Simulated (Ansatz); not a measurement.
# CeO2 (Fm-3m): a many-body input that goes wrong, and its mend

What is wrong with this input for CeO2 (Fm-3m)?

Method: G0W0 on PBE, plane waves, PAW; PAW set soft_1, in Ansatz 0.2.0.

In doubt: the elements are of a kind flagged for part-filled d or f shells, though by formal charges that shell is empty here, so the flag may not apply.

## (1) The starting structure

It takes space group Fm-3m (No. 225, cubic). The conventional cell has a = 5.407 Å, b = 5.407 Å, c = 5.407 Å, α = 90.00°, β = 90.00°, γ = 90.00°. Ce has 8 O at 2.34 Å nearest. Nearest to O lie 4 Ce at 2.34 Å. Farther neighbours and most contacts between anions are not listed.

The cell and positions come from the Crystallography Open Database and are kept as given unless a step says otherwise. Spin-orbit coupling is left out unless a step names it.

## (2) First try

input.yaml reads:

```yaml
crystal:
  lattice:
    - [0.0, 2.70365, 2.70365]
    - [2.70365, 0.0, 2.70365]
    - [2.70365, 2.70365, 0.0]
  atoms:
    - { symbol: Ce, position: [0.0, 0.0, 0.0] }
    - { symbol: O, position: [0.25, 0.25, 0.25] }
    - { symbol: O, position: [0.75, 0.75, 0.75] }
kpoints:
  mp_grid: { grid: [1, 1, 1] }
hamiltonian:
  xc: pbe
  pseudopotentials: { kind: paw, azcp: { folder: soft_1 } }
scf:
  occupations: { method: fixed }
gw:
  n_empty_bands: 64
  ecut_chi: 80
  qp_bands: [v2, c2]
  qp_kpoints: band_edges
  screening: { model: contour_deformation }
```

Started as:

```bash
ansatz run input.yaml --threads 3 --pin off --max-ram 92160MiB --backend cuda --events-out ev --progress --plain --runs-dir out --devices 1 --max-vram 13GiB
```

Numbers of over 12 decimals in the logs are rounded to 6 here.

Log:

```text
GPUs: using 1 of 1 available (devices: 1).
Engine: ansatz 0.2.0, x86_64-unknown-linux-gnu
Pseudopotentials: kind: paw
Pseudopotential: Ce, paw, valence charge 12, recommended cutoff 420 eV (normal), soft_1/Ce.paw.azcp
Pseudopotential: O, paw, valence charge 6, recommended cutoff 420 eV (normal), soft_1/O.paw.azcp
Functional definition: PBE
  parameter kappa = 0.804
  parameter beta = 0.066725
  exchange = pbe_x(kappa = kappa, mu = beta*pi^2/3)
  correlation = pbe_c(beta = beta)
device memory: the entry about to start is reckoned to put 0.4 GiB on a device that reports 49.7 GiB free (of which the cap on the GPU budget leaves the run 13.0 GiB)
GPU FFT provider: cuFFT
GPU libraries: cuBLAS 13.8.2, cuFFT 12.4.0, cuSOLVER 12.3.4
Crystal: 3 atoms, lattice volume = 39.526 Å³
Basis set: ecut = 420 eV, 749 PW (Γ)
Bands: 16, of which v1, the nominal top of the filled ones, is band 12 counted from 1 (11 counted from 0)
Symmetry: 48 space group operations
Space group: Fm-3m (ITA 225), of the structure as read, at distance tolerance 3.4e-5 Å
k-points: 1
Non-local potential: Ce, projectors of the file, l = 0: 3, l = 1: 2, l = 2: 2, l = 3: 3
Non-local potential: O, projectors of the file, l = 0: 2, l = 1: 2, l = 2: 1
PAW form: soft (Blöchl's): semilocal exchange-correlation on the pseudo side does not see the compensation charge
PAW one-centre angular grid: Ce, 590 points (default); XC on 64 Gauss nodes
PAW one-centre angular grid: O, 110 points (default); XC on 64 Gauss nodes
Initial density: superposition of atomic densities (chi_scale 0.1, normalization cell, long waves kept (reshape's long-wave potential 0.00 eV rms))
Initial wavefunctions: pseudopotential atomic-orbital guess
GPU buffer pool allocated for 19683 grid points (all kernels)
GPU transforms: local potential and band sums: pruned to the plane-wave sphere, on 25×25×25
Functional: x = pbe(κ = 0.804, μ = 0.219515), c = pbe(β = 0.066725)
SCF iter   1: F=—  HF=-7721.474317 eV  |F-HF|=—  |Δ(HF+E_count)|=         —  Δρ=8.21e-2  dr2=2.62e0  ethr=3.10e-3  ⟨swp⟩=3.0  Hψ=67  notcnv=0  defer=1
preconditioner: auto → none  [insulator: Δε(μ)=2.975 eV  Ē_g=10.658 eV  n_scr=14 (ndim 8)  ℏωp=27.7 eV  f_vac=0.000  ε∞_Penn≈7.8]
SCF iter   2: F=—  HF=-7722.622265 eV  |F-HF|=—  |Δ(HF+E_count)|=    1.15e0  Δρ=1.29e-1  dr2=7.28e0  ethr=3.10e-3  ⟨swp⟩=2.0  Hψ=39  notcnv=0  defer=1  recentre
SCF iter   3: F=—  HF=-7721.221349 eV  |F-HF|=—  |Δ(HF+E_count)|=    1.40e0  Δρ=3.98e-2  dr2=4.84e-1  ethr=3.10e-3  ⟨swp⟩=4.0  Hψ=37  notcnv=0  defer=1
SCF iter   4: F=—  HF=-7721.330201 eV  |F-HF|=—  |Δ(HF+E_count)|=   1.09e-1  Δρ=4.19e-2  dr2=8.62e-1  ethr=2.02e-3  ⟨swp⟩=4.0  Hψ=38  notcnv=0  defer=1
SCF iter   5: F=—  HF=-7721.260482 eV  |F-HF|=—  |Δ(HF+E_count)|=   6.97e-2  Δρ=1.69e-2  dr2=1.31e-1  ethr=2.02e-3  ⟨swp⟩=2.0  Hψ=22  notcnv=0  defer=1
SCF iter   6: F=—  HF=-7721.244568 eV  |F-HF|=—  |Δ(HF+E_count)|=   1.59e-2  Δρ=1.74e-3  dr2=1.02e-3  ethr=5.45e-4  ⟨swp⟩=2.0  Hψ=28  notcnv=0
SCF iter   7: F=—  HF=-7721.244708 eV  |F-HF|=—  |Δ(HF+E_count)|=   1.40e-4  Δρ=2.18e-3  dr2=2.23e-3  ethr=4.26e-6  ⟨swp⟩=2.0  Hψ=31  notcnv=0  defer=1
SCF iter   8: F=—  HF=-7721.244444 eV  |F-HF|=—  |Δ(HF+E_count)|=   2.64e-4  Δρ=2.06e-4  dr2=2.01e-5  ethr=4.26e-6  ⟨swp⟩=3.0  Hψ=28  notcnv=0  defer=1
SCF iter   9: F=—  HF=-7721.244441 eV  |F-HF|=—  |Δ(HF+E_count)|=   2.34e-6  Δρ=5.66e-5  dr2=1.46e-6  ethr=8.37e-8  ⟨swp⟩=2.0  Hψ=19  notcnv=0  defer=1
SCF iter  10: F=-7721.244441 eV  HF=-7721.244441 eV  |F-HF|=2.85e-8  |Δ(HF+E_count)|=   2.00e-7  Δρ=8.21e-6  dr2=2.98e-8  ethr=4.17e-10  ⟨swp⟩=4.0  Hψ=67  notcnv=0
SCF 1 converged in 10 iterations: F = -7721.244441 eV  dr2 = 2.98e-8
[...]
device memory: the entry about to start is reckoned to put 0.4 GiB on a device that reports 50.9 GiB free (of which the cap on the GPU budget leaves the run 13.0 GiB)
NSCF: frozen V_eff on 1 k-points
[...]
device memory: the entry about to start is reckoned to put 0.5 GiB on a device that reports 50.9 GiB free (of which the cap on the GPU budget leaves the run 13.0 GiB)
NSCF: frozen V_eff on 1 k-points
G₀W₀ screening: q 1/1
G₀W₀ self-energy: k 1/1
device memory: the entry about to start is reckoned to put 0.3 GiB on a device that reports 64.2 GiB free (of which the cap on the GPU budget leaves the run 13.0 GiB)
NSCF: frozen V_eff on 1 k-points
device memory: the entry about to start is reckoned to put 0.3 GiB on a device that reports 65.6 GiB free (of which the cap on the GPU budget leaves the run 13.0 GiB)
NSCF: frozen V_eff on 1 k-points
device memory: the entry about to start is reckoned to put 0.3 GiB on a device that reports 65.6 GiB free (of which the cap on the GPU budget leaves the run 13.0 GiB)
NSCF: frozen V_eff on 1 k-points
device memory: the entry about to start is reckoned to put 0.3 GiB on a device that reports 66.0 GiB free (of which the cap on the GPU budget leaves the run 13.0 GiB)
NSCF: frozen V_eff on 1 k-points
device memory: the entry about to start is reckoned to put 0.3 GiB on a device that reports 66.2 GiB free (of which the cap on the GPU budget leaves the run 13.0 GiB)
NSCF: frozen V_eff on 1 k-points
device memory: the entry about to start is reckoned to put 0.3 GiB on a device that reports 66.3 GiB free (of which the cap on the GPU budget leaves the run 13.0 GiB)
NSCF: frozen V_eff on 1 k-points
device memory: the entry about to start is reckoned to put 0.3 GiB on a device that reports 68.6 GiB free (of which the cap on the GPU budget leaves the run 13.0 GiB)
NSCF: frozen V_eff on 1 k-points
SCF converged after 10 iterations
Free energy (F): -7721.244441 eV
Harris-Foulkes:  -7721.244441 eV  (|F-HF|=2.85e-8)
Internal energy: -7721.244441 eV  (E = F + TS)
E sigma→0 (E₀):  -7721.244441 eV
Fermi energy:    10.040336 eV
--- Per-component energies (eV) ---
  E_band       = 16.741239
  E_kinetic    = 569.835174
  E_local      = -915.901030  (includes V_loc(G=0)·N_el)
  E_nonlocal   = 204.189879
  E_hartree    = 342.295031
  E_xc         = -291.942733
  E_vxc        = -357.624297  (∫ρ·V_xc dr)
  E_paw        = -5899.106420  (= ΣΔE_a)
  E_vpaw       = -168.349427  (= ΣTr[D̂ρ^β])
  E_aug_tail   = 0.001503  (compensation charges beyond the density's cutoff)
  E_ewald      = -1730.615845
  E_smearing   = -0.000000  (= −TS)
  E_closure    = 0.000000  (closes the sum)
  Σ components = -7721.244441   (vs F -7721.244441, Δ=0.00e0)
--- Band table (eV) ---
  k-point 0: bands = [... 8 lower, 6.7754, 10.0403, 10.0403, 10.0403, 13.4988, 13.4988, 13.4988, 13.6668]
--- G₀W₀: contour deformation, 6 samples at zero and on the imaginary axis and 0 off it, 1 q-point, 64 empty bands' worth ---
  eigenvalues of the whole cell's RPA ε∞ on this k-mesh (on a slab, of 1 + 4πα/V) = 4.5406, 4.5406, 4.5406; static W/v taken at q = 0 is 0.220237
  bands read: the sum over 76 bands ends inside a degenerate multiplet in 1 slot, whose members it reads at an even weight; the widest, k=0: bands 76 to 78 (counted from 1) at 1/3 each
  gw.qp_kpoints: band_edges: 1 of 1 stored k-point solved, in 1 pass; an edge of the gap read off the rows below is read off those points alone
  `?` marks the rows in doubt; gw_qp.tsv's column doubts and the gw_qp event give each row's grounds
    ik  band        ε_KS         Σx   Σc(E_QP)       V_xc       Z   E_QP_lin       E_QP  E_QP is
     0    11     10.0403   -27.6160     5.0350   -22.1936  0.7368     9.6512     9.6530  root
     0    12     10.0403   -27.6160     5.0350   -22.1936  0.7368     9.6512     9.6530  root
     0    13     13.4988   -23.1078   -12.1916   -38.4947  0.6427    17.2116    16.6941  root ?
     0    14     13.4988   -23.1078   -12.1916   -38.4947  0.6427    17.2116    16.6941  root ?
```

Run time: 6 s. Hardware: 1 × NVIDIA H100 80GB HBM3 (shared by 6 runs) with 3 threads of AMD EPYC 7R13 (Zen 3), shared host; peak memory 0.95 GiB; 3.5 s of CPU time.

Q: What is the fault?

The run ended normally, though the input holds a fault or crude settings.

The fault: G0W0 on a mesh far too coarse. So few points can't sample the density or the screening, and the band edges may lie elsewhere in the zone.

It printed a gap of 7.04 eV, which is an artefact of the settings.

## (3) A better input

Now the one-shot GW correction: screening in the RPA, then the self-energy of the levels asked for. This step takes PAW set soft_1 files.

Edit input.yaml of step 2 so:

```diff
@@ -10,3 +10,3 @@
 kpoints:
-  mp_grid: { grid: [1, 1, 1] }
+  mp_grid: { grid: [6, 6, 6] }
 hamiltonian:
@@ -17,4 +17,4 @@
 gw:
-  n_empty_bands: 64
-  ecut_chi: 80
+  n_empty_bands: 117
+  ecut_chi: 120
   qp_bands: [v2, c2]
```

Log:

```text
GPUs: using 1 of 1 available (devices: 1).
[...]
GPU FFT provider: cuFFT
GPU libraries: cuBLAS 13.8.2, cuFFT 12.4.0, cuSOLVER 12.3.4
Crystal: 3 atoms, lattice volume = 39.526 Å³
Basis set: ecut = 420 eV, 749 PW (Γ)
Bands: 16, of which v1, the nominal top of the filled ones, is band 12 counted from 1 (11 counted from 0)
Symmetry: 48 space group operations
[...]
k-points: 16 of 216
[...]
GPU buffer pool allocated for 19683 grid points (all kernels)
[...]
SCF iter   1: F=—  HF=-7716.061747 eV  |F-HF|=—  |Δ(HF+E_count)|=         —  Δρ=4.82e-2  dr2=6.40e-1  ethr=3.10e-3  ⟨swp⟩=4.0  Hψ=1022  notcnv=0  defer=17
[...]
SCF iter   8: F=-7716.016495 eV  HF=-7716.016495 eV  |F-HF|=2.28e-8  |Δ(HF+E_count)|=   1.15e-7  Δρ=7.72e-6  dr2=3.03e-8  ethr=4.17e-10  ⟨swp⟩=5.8  Hψ=998  notcnv=0
SCF 1 converged in 8 iterations: F = -7716.016495 eV  dr2 = 3.03e-8
[...]
3    11     10.0479   -25.9106     3.6946   -22.4116  0.6787    10.2424    10.2435  root
     3    12     10.0479   -25.9106     3.6946   -22.4116  0.6787    10.2424    10.2435  root
     3    13     12.8147   -23.1984   -11.5338   -36.6457  0.5817    15.0538    14.7282  root ?
     3    14     13.0016   -23.6853   -12.5195   -38.0850  0.5611    15.2605    14.8818  root ?
[...]
14    11      9.9870   -26.2997     3.8970   -22.6067  0.6771    10.1898    10.1910  root
    14    12     10.5871   -25.8841     4.3436   -21.5474  0.6929    10.5940    10.5940  root
    14    13     12.8772   -23.2100   -11.7297   -36.8264  0.5760    15.0959    14.7639  root ?
    14    14     13.0002   -23.7346   -12.4134   -38.0245  0.5621    15.2520    14.8767  root ?
    15    11     10.0783   -26.0712     4.1773   -22.0263  0.6768    10.2102    10.2108  root
    15    12     10.1820   -26.0898     4.1719   -22.0479  0.6786    10.3114    10.3120  root
    15    13     12.9046   -23.3733   -11.8656   -37.1234  0.5727    15.1306    14.7891  root ?
    15    14     12.9851   -23.8133   -12.3260   -38.0180  0.5631    15.2369    14.8638  root ?
[key lines of the parts left out:]
SCF converged after 8 iterations
Free energy (F): -7716.016495 eV
Fermi energy:    10.732522 eV
```

Wall time 19 s (1 × NVIDIA H100 80GB HBM3 (shared by 6 runs) with 3 threads); peak memory 1.1 GiB.

Numbers from this step:

```yaml
bands_summed: 129
rpa_eps_infinity_on_this_mesh_eigenvalues: 7.622, 7.622, 7.622
plane_waves_in_the_screening_matrix: 113
q_points_in_the_mesh: 216
g0w0_gap_on_the_mesh: 3.831 eV
k_of_the_valence_top: 0, 0.1667, -0.1667
k_of_the_conduction_bottom: 0, 0, -0.5
starting_gap_on_the_mesh: 2.082 eV
z_at_the_valence_top: 0.6843
z_at_the_conduction_bottom: 0.5817
least_direct_g0w0_gap_on_the_computed_points: 3.919 eV
```

The gap on the mesh goes from 2.08 eV to 3.83 eV, a correction of +1.75 eV, though a band edge has moved to another state. The program marks an edge row as in doubt.

## (4) What came out

| Quantity | Value |
| --- | --- |
| first try | converged after 6 s |
| better run | G0W0 gap on the mesh 3.83 eV (6×6×6 mesh, 117 empty bands, screening to 120 eV, PAW set soft_1 files) |

In words: The second run differs in: mesh, empty bands and screening cutoff (eV). Bands and cutoff are finite, so the gap is not at the basis limit. The miss can reach some tenths of an eV and take either sign; the mesh is an error of its own. Empty 4f levels lie among the conduction bands. Their place in the start is unsure; it enters the screening, and the edge itself where they lie low. The runs have no spin polarisation. For a closed low-spin shell that is the natural state; where a d or f shell is open it is a constraint, and the gap is then not the crystal's own. The compound holds f electrons or empty f levels, where one-shot G0W0 is unsure. The many-body steps are scalar-relativistic: spin-orbit coupling is not in them. The program marks a band-edge row as in doubt, so the gap is less sure than its digits.

[Paths, hosts, dates, memory and timing lines, banners, echoed tables and standing remarks are left out of the program output.]

[Logs are printed without paths, hosts, clocks, repeated set-up lines and the standing remarks that a program may print on its own settings, such as how far it seeks lower states.]

[Runs of the session that timed out or met a known fault of the program may be left out.]

[Cells called generated may have been cut or substituted from an entry of the Crystallography Open Database or the Materials Project.]

[Hosts, paths, dates, database ids (printed as entryN), source tags and the programs' standing remarks are cut or masked in the printed files.]
